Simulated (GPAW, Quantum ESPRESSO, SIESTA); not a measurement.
# In-plane stress of fcc Rh under biaxial strain, QE, PBE

Calculated with Quantum ESPRESSO 7.5: PBE; plane waves, GBRV 1.5 ultrasoft, 45/270 Ry; k-mesh 8×8×8. The first two cell vectors are strained alike from typed lattice constants; the third vector's length and the atoms are relaxed.

| in-plane strain (%) | in-plane stress (GPa, compression positive) |
| --- | --- |
| -4 | 21.37 |
| -3 | 15.49 |
| -2 | ? |
| -1 | 5.039 |
| 0 | 0.46 |
| +1 | -3.542 |
| +2 | -7.144 |
| +3 | -10.41 |
| +4 | -13.17 |

**Question.** Fit a second-order form in the logarithmic strain to the rows given and interpolate to the withheld row.

**Working.**

With u = ln[(1 + ε)/(1 + ε0)], counted from the row at ε0 = +0 % where y0 = 0.46, a second-order form y = y0 + a u + b u² makes v = (y − y0)/u a line in u.

| u | v |
| --- | --- |
| -0.0408220 | -512.224 |
| -0.0304592 | -493.447 |
| -0.0100503 | -455.607 |
| 0.00995033 | -402.198 |
| 0.0198026 | -383.989 |
| 0.0295588 | -367.742 |
| 0.0392207 | -347.520 |

With n = 7: mean u = 0.00245728, mean v = -423.247, Σ(u − ū)² = 0.0055561, Σ(u − ū)(v − v̄) = 11.693. Slope b = 11.693 / 0.0055561 = 2104.6; intercept a = v̄ − b ū = -428.42.

At the withheld row u = -0.02020, v = a + b u = -470.9, and y = y0 + u v.

Prediction at -2: 9.974 GPa. The run gave 10.03 GPa, so the fit is low by 0.056 GPa (0.56 % of the value).

The first-order term gives a biaxial modulus of 428 GPa at ε0. The second-order term makes up 9.0 % of v at the withheld row. Among the rows given, the largest miss of the fit is at -4, by 0.086 GPa (0.25 % of the range of the table).

Limits: The nuclei are static. The DFT runs use Fermi–Dirac occupations of width 0.1 eV, and energies are free energies.

[Hosts, paths, dates, database ids (printed as entryN), source tags and the programs' standing remarks are cut or masked in the printed files.]
